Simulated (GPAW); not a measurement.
# As K ELNES/XANES of zinc-blende (GaAs)₁₋ₓ(InAs)ₓ at x = 0 from DFT

Aim: the As K edge in zinc-blende (GaAs)₁₋ₓ(InAs)ₓ at x = 0, one member of a composition series.

Program: GPAW 26.7.0. Level of theory: X-ray absorption from dipole matrix elements to empty bands, plane-wave PAW PBE. Results are calculated unless marked as measured.

## Step 1: Starting point

It takes space group F-43m (No. 216, cubic). The conventional cell has a = 5.653 Å, b = 5.653 Å, c = 5.653 Å, α = 90.00°, β = 90.00°, γ = 90.00°. Ga has 4 As at 2.45 Å nearest. Nearest to As lie 4 Ga at 2.45 Å. 16-atom zinc-blende cell, 0 of 8 Ga sites taken by In at random, lattice constants typed for the ends and interpolated (Vegard). Farther neighbours are not listed.

Structure file:

```xyz
16
Lattice="0.0000 5.6530 5.6530 5.6530 0.0000 5.6530 5.6530 5.6530 0.0000" Properties=species:S:1:pos:R:3 pbc="T T T"
Ga    0.0000    0.0000    0.0000
As    1.4132    1.4132    1.4132
Ga    2.8265    2.8265    0.0000
As    4.2397    4.2397    1.4132
Ga    2.8265    0.0000    2.8265
As    4.2397    1.4132    4.2397
Ga    5.6530    8.4795    8.4795
As    7.0662    4.2397    4.2397
Ga    0.0000    2.8265    2.8265
As    1.4132    4.2397    4.2397
Ga    8.4795    5.6530    8.4795
As    4.2397    7.0662    4.2397
Ga    2.8265    2.8265    5.6530
As    4.2397    4.2397    7.0662
Ga    5.6530    5.6530    5.6530
As    7.0662    7.0662    7.0662
```

## Step 2: Ground state of the crystal

A plain self-consistent run shows whether there is a gap, which decides the set-up of the core-hole run.

scf.py

```python
import numpy as np
from ase import Atoms
from ase.parallel import parprint, paropen
from gpaw import GPAW, PW, FermiDirac, Mixer, MixerDif, setup_paths
from gpaw.test import gen
setup_paths.insert(0, '.')
gen('As', name='nch1s', xcname='PBE', corehole=(1, 0, 0), write_xml=True)
from gpaw.mpi import world
world.barrier()

atoms = Atoms('GaAsGaAsGaAsGaAsGaAsGaAsGaAsGaAs',
    cell=[[0, 5.653, 5.653],
     [5.653, 0, 5.653],
     [5.653, 5.653, 0]],
    scaled_positions=[[0, 0, 0],
     [0.125, 0.125, 0.125],
     [0, 0, 0.5],
     [0.125, 0.125, 0.625],
     [0, 0.5, 0],
     [0.125, 0.625, 0.125],
     [1, 0.5, 0.5],
     [0.125, 0.625, 0.625],
     [0.5, 0, 0],
     [0.625, 0.125, 0.125],
     [0.5, 1, 0.5],
     [0.625, 0.125, 0.625],
     [0.5, 0.5, 0],
     [0.625, 0.625, 0.125],
     [0.5, 0.5, 0.5],
     [0.625, 0.625, 0.625]],
    pbc=True)
atoms.calc = calc = GPAW(legacy_gpaw=True, mode=PW(400, force_complex_dtype=True), xc='PBE', setups={1: 'nch1s'},
    kpts={'size': (4, 4, 4), 'gamma': True}, occupations=FermiDirac(0.05),
    charge=0, mixer=Mixer(0.1, 5, 50), maxiter=150,
    convergence={'density': 0.0001, 'eigenstates': 1e-6}, txt='scf.txt')
energy = atoms.get_potential_energy() + calc.get_reference_energy()
ef = calc.get_fermi_level()
out = dict(energy=energy, fermi=ef, forces=atoms.get_forces().tolist())
parprint(f'all-electron energy {energy:.4f} eV, Fermi level {ef:.4f} eV')
ev = np.array([[calc.get_eigenvalues(k, s) for k in range(len(calc.get_ibz_k_points()))] for s in range(calc.get_number_of_spins())])
out['homo'], out['lumo'], out['counts'] = ev[ev < ef].max(), ev[ev > ef].min(), sorted(set((ev < ef).sum((0, 2)).tolist()))
out['filled'] = (ev[:, 0] < ef).sum(1).tolist()
import json
with paropen('out.json', 'w') as f:
    json.dump(out, f)
```

On the command line:

```
OMP_NUM_THREADS=1 mpirun -n 4 gpaw python scf.py
```

Numbers of over 12 decimals in the logs are rounded to 6 here.

Log:

```text
Input parameters:
  convergence: {density: 0.0001,
                eigenstates: 1e-06}
  kpts: {gamma: True,
         size: (4, 4, 4)}
  maxiter: 150
  mixer: {backend: pulay,
          beta: 0.1,
          method: separate,
          nmaxold: 5,
          weight: 50}
  mode: {ecut: 400.0,
         force_complex_dtype: True,
         name: pw}
  occupations: {fixmagmom: False,
                name: fermi-dirac,
                width: 0.05}
  setups: {1: nch1s}
  xc: PBE

Initialize ...

[... PAW data sets ...]

Reference energy: -915101.161843  # eV

Spin-paired calculation

[... convergence settings ...]
Symmetries present (total): 6
  [... symmetry matrices ...]

64 k-points: 4 x 4 x 4 Monkhorst-Pack grid + [1/8,1/8,1/8]
13 k-points in the irreducible part of the Brillouin zone
       k-points in crystal coordinates                weights
   0:     0.00000000    0.00000000    0.00000000          1/64
   1:     0.25000000    0.00000000   -0.25000000          6/64
   2:     0.25000000    0.00000000    0.00000000          6/64
   3:     0.25000000    0.25000000   -0.25000000          6/64
   4:     0.25000000    0.25000000    0.00000000          6/64
   5:     0.25000000    0.25000000    0.25000000          2/64
   6:     0.50000000    0.00000000    0.00000000          3/64
   7:     0.50000000    0.25000000   -0.25000000          6/64
   8:     0.50000000    0.25000000    0.00000000         12/64
   9:     0.50000000    0.25000000    0.25000000          6/64
          ...
  12:     0.50000000    0.50000000    0.50000000          1/64

Wave functions: Plane wave expansion
  Cutoff energy: 400.000 eV
  Number of coefficients (min, max): 6486, 6620
  Pulay-stress correction: 0.000000 eV/Ang^3 (de/decut=0.000000)
  Using FFTW library
  Wavefunction extrapolation:
    Improved wavefunction reuse through dual PAW basis

Occupation numbers: Fermi-Dirac:
  width: 0.0500  # eV

Eigensolver
   Davidson(niter=2)

Densities:
  Coarse grid: 40*40*40 grid
  Fine grid: 80*80*80 grid
  Total Charge: 0.000000

Density mixing:
  Method: separate
  Backend: pulay
  Linear mixing parameter: 0.1
  old densities: 5
  Width of damping distribution: 1.1
  Damping of long wavelength oscillations: 50

[... Hamiltonian set-up ...]
Number of atoms: 16
Number of atomic orbitals: 64
Number of bands in calculation: 43
Number of valence electrons: 64
Bands to converge: occupied

... initialized

Initializing position-dependent things.

Density initialized from atomic densities
Creating initial wave functions:
  43 bands from LCAO basis set

                           Ga
                                Ga
                             As

                    As
                         Ga
                      As
                Ga
             As             As
                   As
         Ga
                    As
              Ga
            As
                Ga
       Ga

Atomic positions and initial magnetic moments

Positions:
   0 Ga     0.000000    0.000000    0.000000    ( 0.0000,  0.0000,  0.0000)
   1 As     1.413250    1.413250    1.413250    ( 0.0000,  0.0000,  0.0000)
   2 Ga     2.826500    2.826500    0.000000    ( 0.0000,  0.0000,  0.0000)
   3 As     4.239750    4.239750    1.413250    ( 0.0000,  0.0000,  0.0000)
   4 Ga     2.826500    0.000000    2.826500    ( 0.0000,  0.0000,  0.0000)
   5 As     4.239750    1.413250    4.239750    ( 0.0000,  0.0000,  0.0000)
   6 Ga     5.653000    8.479500    8.479500    ( 0.0000,  0.0000,  0.0000)
[...]
13 As     4.239750    4.239750    7.066250    ( 0.0000,  0.0000,  0.0000)
  14 Ga     5.653000    5.653000    5.653000    ( 0.0000,  0.0000,  0.0000)
  15 As     7.066250    7.066250    7.066250    ( 0.0000,  0.0000,  0.0000)

Unit cell:
           periodic     x           y           z      points  spacing
  1. axis:    yes    0.000000    5.653000    5.653000    40     0.1632
  2. axis:    yes    5.653000    0.000000    5.653000    40     0.1632
  3. axis:    yes    5.653000    5.653000    0.000000    40     0.1632

  Lengths:   7.994549   7.994549   7.994549
  Angles:   60.000000  60.000000  60.000000

Effective grid spacing dv^(1/3) = 0.1781

iter:   1   -66.501344
iter:   2   -66.250660   -2.36  -0.86
iter:   3   -65.887248   -1.67  -0.92
iter:   4   -65.854816   -3.22  -1.40
iter:   5   -65.847854   -2.43  -1.51
iter:   6   -65.820558   -3.55  -1.86
iter:   7   -65.833286c  -3.32  -2.41
iter:   8   -65.819222c  -3.66  -2.04
iter:   9   -65.819410c  -4.80  -3.43
iter:  10   -65.819288c  -5.93  -3.05
iter:  11   -65.819305c  -7.20c -3.55
iter:  12   -65.819298c  -6.98c -3.64
iter:  13   -65.819298c  -8.34c -4.25c

Converged after 13 iterations.

Dipole moment: (-27.383046, -27.383046, -27.383046) |e|*Ang

Energy contributions relative to reference atoms: (reference = -915101.161843)

Kinetic:       +216.233980
Potential:     -191.262267
External:        +0.000000
XC:             -90.935265
Entropy (-ST):   -0.000108
Local:           +0.144309
SIC:             +0.000000
--------------------------
Free energy:    -65.819352
Extrapolated:   -65.819298

Showing only first 2 kpts
 Kpt  Band  Eigenvalues  Occupancy
  0    30      4.92509    1.99693
  0    31      4.92509    1.99693
  0    32      5.51480    0.00978
  0    33      5.97146    0.00000

  1    30      3.56321    2.00000
  1    31      4.64819    1.99999
  1    32      6.90976    0.00000
  1    33      7.22214    0.00000

Fermi level: 5.24903

Gap: 0.590 eV
Transition (v -> c):
  (s=0, k=0, n=31, [0.00, 0.00, 0.00]) -> (s=0, k=0, n=32, [0.00, 0.00, 0.00])
No difference between direct/indirect transitions

Forces in eV/Ang:
  0 Ga    0.00003    0.00003    0.00003
  1 As    0.00011    0.00011    0.00011
  2 Ga   -0.00003   -0.00003    0.00003
  3 As   -0.00010   -0.00010    0.00007
  4 Ga   -0.00003    0.00003   -0.00003
  5 As   -0.00010    0.00007   -0.00010
  6 Ga    0.00006   -0.00005   -0.00005
[...]
13 As   -0.00010   -0.00010    0.00015
 14 Ga    0.00006    0.00006    0.00006
 15 As    0.00011    0.00011    0.00011
Scalar-relativistic atomic PBE calculation for As (Arsenic, Z=33)
Core hole in 1s state (1s occupation: 2.0)
600 radial gridpoints.
|------------------------------------------------|
|------------------------------------------------|
[... the atom generator's iteration count ...]

Energy contributions:
-------------------------
Kinetic:    +2302.762658
XC:           -83.595879
Potential:  -4479.359419
-------------------------
Total:      -2260.192640

state      eigenvalue         ekin         rmax
-----------------------------------------------
1s^2.0 :  -430.411635   551.249601        0.030
2s^2.0 :   -54.613586   106.674080        0.170
2p^6.0 :   -47.910665   103.785672        0.136
3s^2.0 :    -6.990179    24.693859        0.522
3p^6.0 :    -4.913004    22.195959        0.521
3d^10.0:    -1.493755    17.032069        0.477
4s^2.0 :    -0.532368     3.019714        1.617
4p^3.0 :    -0.190938     1.759224        1.985
-----------------------------------------------
(units: Bohr and Hartree)

Generating PAW setup
Kinetic energy of the core from tauc = 2318.288972329017
Cutoffs:
rc(s)=2.000
rc(p)=2.000
rc(d)=2.000
rc(vbar)=1.800
rc(comp)=2.000
rc(nct)=2.000

Kinetic energy of the core states: 2291.445558
Charge: 0.0
Core electrons: 28.0
Valence electrons: 5.0
Pseudo-core charge: 1.207321
Shape function alpha=2.500
Pseudo-electron charge 6.663542
state    eigenvalue         norm
--------------------------------
4s(2) :    -0.532368     1.194216
*s    :     0.467632
4p(3) :    -0.190938     1.022597
*p    :     0.809062
*d    :     0.000000
--------------------------------

Diagonalizing with gridspacing h=0.050

state   all-electron     PAW
-------------------------------
4s:      -0.532368    -0.532674
4p:      -0.190938    -0.191179
*d:                    0.035724
*f:                    0.070513
-------------------------------
all-electron energy -915166.9811 eV, Fermi level 5.2490 eV
```

Wall time 30 s (4 MPI ranks of Intel Xeon Platinum 8488C (Sapphire Rapids), shared host); peak memory 0.32 GiB.

The mesh shows a gap of 0.59 eV. The excited electron is kept all the same, so that all members of the series, with or without a gap, are treated alike.

## Step 3: Cell without a hole, the energy reference

The photon energy needs a difference of total energies, so the cell and mesh of the coming hole run are first run without a hole.

scf.py: that of step 2 with these lines changed.

```diff
@@ -20,3 +20,3 @@
      [0.125, 0.625, 0.125],
-     [1, 0.5, 0.5],
+     [0, 0.5, 0.5],
      [0.125, 0.625, 0.625],
@@ -24,3 +24,3 @@
      [0.625, 0.125, 0.125],
-     [0.5, 1, 0.5],
+     [0.5, 0, 0.5],
      [0.625, 0.125, 0.625],
@@ -32,3 +32,3 @@
 atoms.calc = calc = GPAW(legacy_gpaw=True, mode=PW(400, force_complex_dtype=True), xc='PBE', setups={1: 'nch1s'},
-    kpts={'size': (4, 4, 4), 'gamma': True}, occupations=FermiDirac(0.05),
+    kpts={'size': (3, 3, 3), 'gamma': True}, occupations=FermiDirac(0.02),
     charge=0, mixer=Mixer(0.1, 5, 50), maxiter=150,
```

Log:

```text
Input parameters:
  convergence: {density: 0.0001,
                eigenstates: 1e-06}
  kpts: {gamma: True,
         size: (3, 3, 3)}
  maxiter: 150
  mixer: {backend: pulay,
          beta: 0.1,
          method: separate,
          nmaxold: 5,
          weight: 50}
  mode: {ecut: 400.0,
         force_complex_dtype: True,
         name: pw}
  occupations: {fixmagmom: False,
                name: fermi-dirac,
[...]
4s(2) :    -0.532368     1.194216
*s    :     0.467632
4p(3) :    -0.190938     1.022597
*p    :     0.809062
*d    :     0.000000
--------------------------------

Diagonalizing with gridspacing h=0.050

state   all-electron     PAW
-------------------------------
4s:      -0.532368    -0.532674
4p:      -0.190938    -0.191179
*d:                    0.035724
*f:                    0.070513
-------------------------------
all-electron energy -915166.8223 eV, Fermi level 5.2374 eV
[key lines of the parts left out:]
Converged after 15 iterations.
Dipole moment: (-27.335627, -27.335627, -27.335627) |e|*Ang
Free energy:    -65.660490
Fermi level: 5.23738
```

Elapsed: 19 s, on 4 MPI ranks; peak memory 0.25 GiB.

Reference energy: -915166.822 eV with the cores included.

(Continued in part 2 of 2.)

[Banner, clock and machine lines of the logs are left out without a mark of their own.]

[Logs are printed without paths, hosts, clocks, repeated set-up lines and the standing remarks that a program may print on its own settings, such as how far it seeks lower states.]

[Hosts, paths, dates, database ids (printed as entryN), source tags and the programs' standing remarks are cut or masked in the printed files.]

[Lists of maxima count a maximum above −3 eV only where it reaches 4 % of the highest in the window and stands out from its surroundings by 2 % of it (1.5 % where it reaches 55 %); shoulders and weaker maxima are passed over, and of the rest the first, up to two pre-edge ones and the few strongest are named.]
